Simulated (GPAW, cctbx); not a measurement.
# How far are the atoms of SrCu2Pb2 from free atoms?

Aim: compute the bonding part of the density of SrCu2Pb2, find which reflections carry it, and see how it biases an ordinary refinement.

The start was made by putting kin elements into a known structure type; the compound need not exist, or be stable, in this form. All numbers below are calculated.

## Step 1: Find the equilibrium geometry

The density hangs on the geometry, so cell and atoms are relaxed first, with the symmetry held. The cutoff is set higher than for the density because stress converges slowly with plane waves.

Settings: GPAW 26.7.0, PBE, 570 eV, 5×5×5 k-points, Fermi–Dirac width 0.1 eV, BFGS to 0.03 eV/Å.

```text
cell
1.0
     4.675000000    0.000000000    0.000000000
     0.000000000    4.675000000    0.000000000
    -2.337500000   -2.337500000    5.683000000
Pb Sr Cu
2 1 2
Direct
0.614900000 0.614900000 0.229800000
0.385100000 0.385100000 0.770200000
0.000000000 0.000000000 0.000000000
0.750000000 0.250000000 0.500000000
0.250000000 0.750000000 0.500000000
```

```console
$ OMP_NUM_THREADS=1 mpirun -n 4 gpaw python run.py > gpaw.log
```

```text
BFGS:    0      -16.655180        3.721505
BFGS:    1      -16.989283        2.357047
BFGS:    2      -17.276762        0.823468
BFGS:    3      -17.328608        0.256008
...
BFGS:   13      -17.339990        0.060189
BFGS:   14      -17.340450        0.045187
BFGS:   15      -17.340670        0.017574
cell  4.7100 4.7100 6.5836  110.96 110.96 90.00
volume 125.984 A^3, largest force 0.018 eV/A, largest stress 0.03 GPa
```

After 15 steps the volume has changed by +1.4 % and the energy by -0.685 eV; the largest stress left is 0.03 GPa. It took 7.6 min on 4 cores of Arm Neoverse V1 (shared host), peak memory 1.5 GiB.

Relaxed structure: I4/mmm (no. 139), a = 4.7100 Å, b = 4.7100 Å, c = 11.3581 Å, α = 90.00°, β = 90.00°, γ = 90.00°.

| atom | mult. | x | y | z |
| --- | --- | --- | --- | --- |
| Pb1 | 4 | 1/2 | 1/2 | 0.1351 |
| Sr1 | 2 | 0 | 0 | 0 |
| Cu1 | 4 | 1/2 | 0 | 1/4 |

## Step 2: The all-electron density

X-rays see the whole electron density, so the PAW density is rebuilt with its core regions. Subtracting spherical free atoms from the same code cancels the cores and leaves the deformation density Δρ, the part due to bonding.

Settings: PBE, 450 eV, 6×6×6 k-points, Fermi–Dirac width 0.1 eV; primitive cell of 5 atoms.

```console
$ OMP_NUM_THREADS=1 mpirun -n 4 gpaw python run.py > gpaw.log
```

```text
|iter:   1|       0s |  -19.059075 | +0.24 |       |
|iter:   2|       3s |  -18.120361 | -1.15 | -1.16 |
|iter:   3|       7s |  -17.244903 | -1.19 | -1.27 |
...
|iter:   9|      28s |  -17.176985c| -6.10 | -3.86 |
|iter:  10|      32s |  -17.176985c| -7.39 | -4.72c|
|iter:  11|      36s |  -17.176984c| -8.10c| -5.10c|
```

```text
gpts.py:43: UserWarning: Initial realspace grid (24,24,35) inconsistent with symmetries.
gpts.py:43: UserWarning: Initial realspace grid (24,24,35) inconsistent with symmetries.
gpts.py:43: UserWarning: Initial realspace grid (24,24,35) inconsistent with symmetries.
gpts.py:43: UserWarning: Initial realspace grid (24,24,35) inconsistent with symmetries.
gpts.py:70: UserWarning: Using symmetrized grid: (35,35,35).
gpts.py:70: UserWarning: Using symmetrized grid: (35,35,35).
gpts.py:70: UserWarning: Using symmetrized grid: (35,35,35).
gpts.py:70: UserWarning: Using symmetrized grid: (35,35,35).
grid (70, 70, 70)  electrons 260.000  moved by bonding 0.982 e
deformation density beyond 0.5 A of the nuclei: max 0.045, min -0.150 e/A^3
atom        x       y       z   Voronoi charge  moment
Pb1    0.6351  0.6351  0.2703     -0.065       0.00
Pb2    0.3649  0.3649  0.7297     -0.065       0.00
Sr3    0.0000  0.0000  0.0000      0.233       0.00
Cu4    0.7500  0.2500  0.5000     -0.051       0.00
Cu5    0.2500  0.7500  0.5000     -0.051       0.00
mean inner potential of superposed free atoms 18.891 V
total magnetic moment 0.000 muB
```

Deformation density in a plane through the shortest contact of the Pb atom at the origin, in 0.01 e/Å³ (clipped at ±99); x from -1.6 to 4.3 Å, y from 2.4 down to -2.4 Å:

```text
  .   .  -8   0   1   0  -2  -2  -2  -1  -1  -1  -1  -1  -1  -1
  .   .  -8   0   1   0  -1  -2  -2  -1  -1  -1   0   0  -1  -1
 -5  -5   0   2   1   0  -1  -1  -1   0   0   1   1   1   0  -1
  1   3   4   3   0  -2  -1   0   0   1   1   1   1   1   1   0
  2   4   3  -3  -4  -4  -2   0   1   0  -2  -3  -1   1   1   0
  2   2  -2  -2   .  -2  -4   2   3  -2 -13   .  -7  -1   1   0
  1   1  -3   .   .   .  -4   3   4  -4   .   .   .  -4   0   0
  1   1  -3  -1   .  -3  -3   3   4  -1  -7   . -11  -1   1   0
  1   2   1  -3  -3  -3   0   3   3   1  -1  -3   0   3   2   0
  1   2   3   2   1   1   1   1   1   1   1   3   4   4   0  -2
  0   0   2   3   2   1   0   0   0   1   2   3   3  -2  -3  -2
 -2  -3  -2   1   1   0   0  -1  -1   0   1   2   0  -3   .   .
  .   .  -2   0   1   0  -1  -1  -1   0   0   1  -1  -2   .   .
```

Atoms in or within 0.15 Å of the plane: Pb (4.1, -2.3), Pb (0.0, 0.0), Cu (2.7, 0.0), Cu (-1.4, 2.3) Å. Dots mark points within about 0.45 Å of a nucleus; large values next to them are atomic features.

Pb gains most (-0.07 e) and Sr loses most (+0.23 e), as electronegativity suggests. Along the shortest contact from the Pb atom at the map's origin, Pb–Cu at 2.69 Å, Δρ is +0.04 e/Å³ at the midpoint: little piles up between the atoms. At the midpoints of other shortest contacts it is +0.03 (Pb–Pb, 3.07 Å) and +0.02 (Cu–Cu, 3.33 Å) e/Å³. Point values carry grid noise of about 0.01 e/Å³. The run needed 11 iterations, 49 s.

## Step 3: From the density to structure factors

The Fourier components of Δρ, added to those of the free atoms, give the static X-ray structure factors; the Mott–Bethe relation turns them into the Fourier components V of the potential that fast electrons feel.

```text
static structure factors of the conventional cell: F in electrons, V (Mott-Bethe) in volts
   h  k  l      d  |F| table  |F| free   |F| DFT   change   |V| free  |V| DFT  change %
   0  0  2  5.6791    79.680    79.370    79.419    0.050     1.356    1.327     -2.1
   1  0  1  4.3508   134.589   134.263   134.405    0.142     2.214    2.166     -2.2
   1  1  0  3.3305   257.412   257.622   257.779    0.157     6.129    6.098     -0.5
   1  0  3  2.9509   301.402   301.269   301.206   -0.064     7.365    7.375      0.1
   1  1  2  2.8729   123.770   123.303   123.003   -0.300     4.056    4.101      1.1
   0  0  4  2.8395   117.021   117.373   117.916    0.544     1.178    1.099     -6.8
   2  0  0  2.3550   425.419   424.656   423.595   -1.061     9.619    9.726      1.1
   2  0  2  2.1754    66.429    65.793    64.969   -0.824     1.368    1.439      5.2
   1  1  4  2.1608   291.546   290.841   289.839   -1.002     5.654    5.739      1.5
   2  1  1  2.0711   118.472   118.452   118.192   -0.260     1.735    1.756      1.2
   1  0  5  2.0461   174.980   174.926   174.842   -0.085     3.708    3.715      0.2
   0  0  6  1.8930    66.000    66.616    67.210    0.595     1.026    0.987     -3.8
   2  1  3  1.8407   265.572   265.529   265.353   -0.176     5.069    5.079      0.2
   2  0  4  1.8127   109.255   109.835   110.211    0.377     0.931    0.908     -2.4
```

The largest X-ray change is -1.06 e on 200, 0.2 % of |F|. For electrons V goes as (Z − F)/g², so a change of F counts against Z − F, which is small at low angle and wherever the atoms' terms cancel: |V| of 004 moves by -6.8 % (1.18 to 1.10 V) against +0.5 % in |F|. The last three rows still change by up to 0.59 e; the table stops while the angles are still low. The tabulated Hartree–Fock atoms differ from the free DFT atoms by up to 0.76 e, so the choice of reference atom matters too.

## Step 4: Convergence

Cutoff and k-mesh: one is changed at a time, to find what the result needs.

```csv
run,ΔF 200 (e),ΔF 114 (e),ΔF 202 (e),q(Pb) (e),moved (e),time
450 eV 6×6×6,-1.061,-1.002,-0.824,-0.065,0.982,49 s
250 eV 6×6×6,-1.077,-1.006,-0.837,-0.071,1.128,18 s
350 eV 6×6×6,-1.075,-1.016,-0.839,-0.067,1.017,29 s
750 eV 6×6×6,-1.060,-1.002,-0.821,-0.068,0.999,84 s
450 eV 2×2×2,-1.123,-1.063,-0.724,-0.094,0.990,16 s
450 eV 3×3×3,-1.105,-1.027,-0.826,-0.074,1.004,17 s
450 eV 1×1×1 (unsound),-1.580,-0.751,-1.363,-0.017,1.203,9.6 s
```

Within 0.02 e of the base on all three: 250 eV 6×6×6, 350 eV 6×6×6 and 750 eV 6×6×6; the cheapest takes 0.37 of the base's time. The largest error, 0.100 e, comes with 450 eV 2×2×2. The moved charge is off by up to 15 % among these runs. The run marked unsound (k-mesh far too coarse) misses ΔF(200) by 0.519 e. Times are from shared hosts.

## Step 5: Refining ordinary atoms against data with bonding

Routine crystallography fits spherical atoms. To see the bias, intensities are simulated from tabulated atoms plus the DFT change ΔF, so that bonding alone can misfit (4190 reflections of the full sphere, merged to the counts below, to 0.5 Å, 1.5 % proportional noise plus counting noise, assumed isotropic U as listed, Δρ smeared by the mean U) and refined with cctbx over different ranges.

```csv
range,data,R1,GooF,U Pb1 (true 0.0041),U Sr1 (true 0.0055),U Cu1 (true 0.0061),largest shift (Å),"Δρ max, min (e/Å³)"
all data,349,0.0032,0.97,0.0041,0.0055,0.0061,0.0000,"0.30, -0.63"
"low resolution, d > 0.84",87,0.0030,0.97,0.0040,0.0055,0.0062,0.0000,"0.14, -0.23"
"high order, d < 0.75",230,0.0033,0.97,0.0041,0.0055,0.0060,0.0000,"0.32, -0.53"
"occupancies free, d > 0.7",141,0.0029,0.90,0.0041,0.0054,0.0059,0.0000,"0.17, -0.36"
```

With all data GooF is 0.97, so at this noise the bonding hardly shows; the top residual peak, near noise level, lies 1.77 Å from Sr and 2.29 Å from Cu. No U is off by more than 3 s.u. at low resolution. With Pb1 held at 1 and the scale free, the other occupancies refine to Sr1 0.998(0.002) and Cu1 0.994(0.002), on sites that are all full: they absorb part of the misfit, and only ratios to the fixed site mean anything.

## Step 6: Answer

Bonding moves 0.98 e in the primitive cell of SrCu2Pb2 and changes the structure factors of the conventional cell in the table above by at most 1.06 e (200, 0.2 %), and among reflections above 2 % of the strongest by up to 1.3 % (202). The shortest bond, Pb–Cu, has Δρ = +0.04 e/Å³ at its midpoint. Within 0.02 e of the base on all three: 250 eV 6×6×6, 350 eV 6×6×6 and 750 eV 6×6×6; the cheapest takes 0.37 of the base's time. The largest error, 0.100 e, comes with 450 eV 2×2×2. The moved charge is off by up to 15 % among these runs. With all data GooF is 0.97, so at this noise the bonding hardly shows. Limits: static density, frozen cores, no spin–orbit coupling.

[Outputs are excerpts: Python notices, other lines and further rows are left out; steps that failed or that the build refused (PBEsol, TPSS) are not shown.]

[Logs are printed without paths, hosts, clocks, repeated set-up lines and the standing remarks that a program may print on its own settings, such as how far it seeks lower states.]
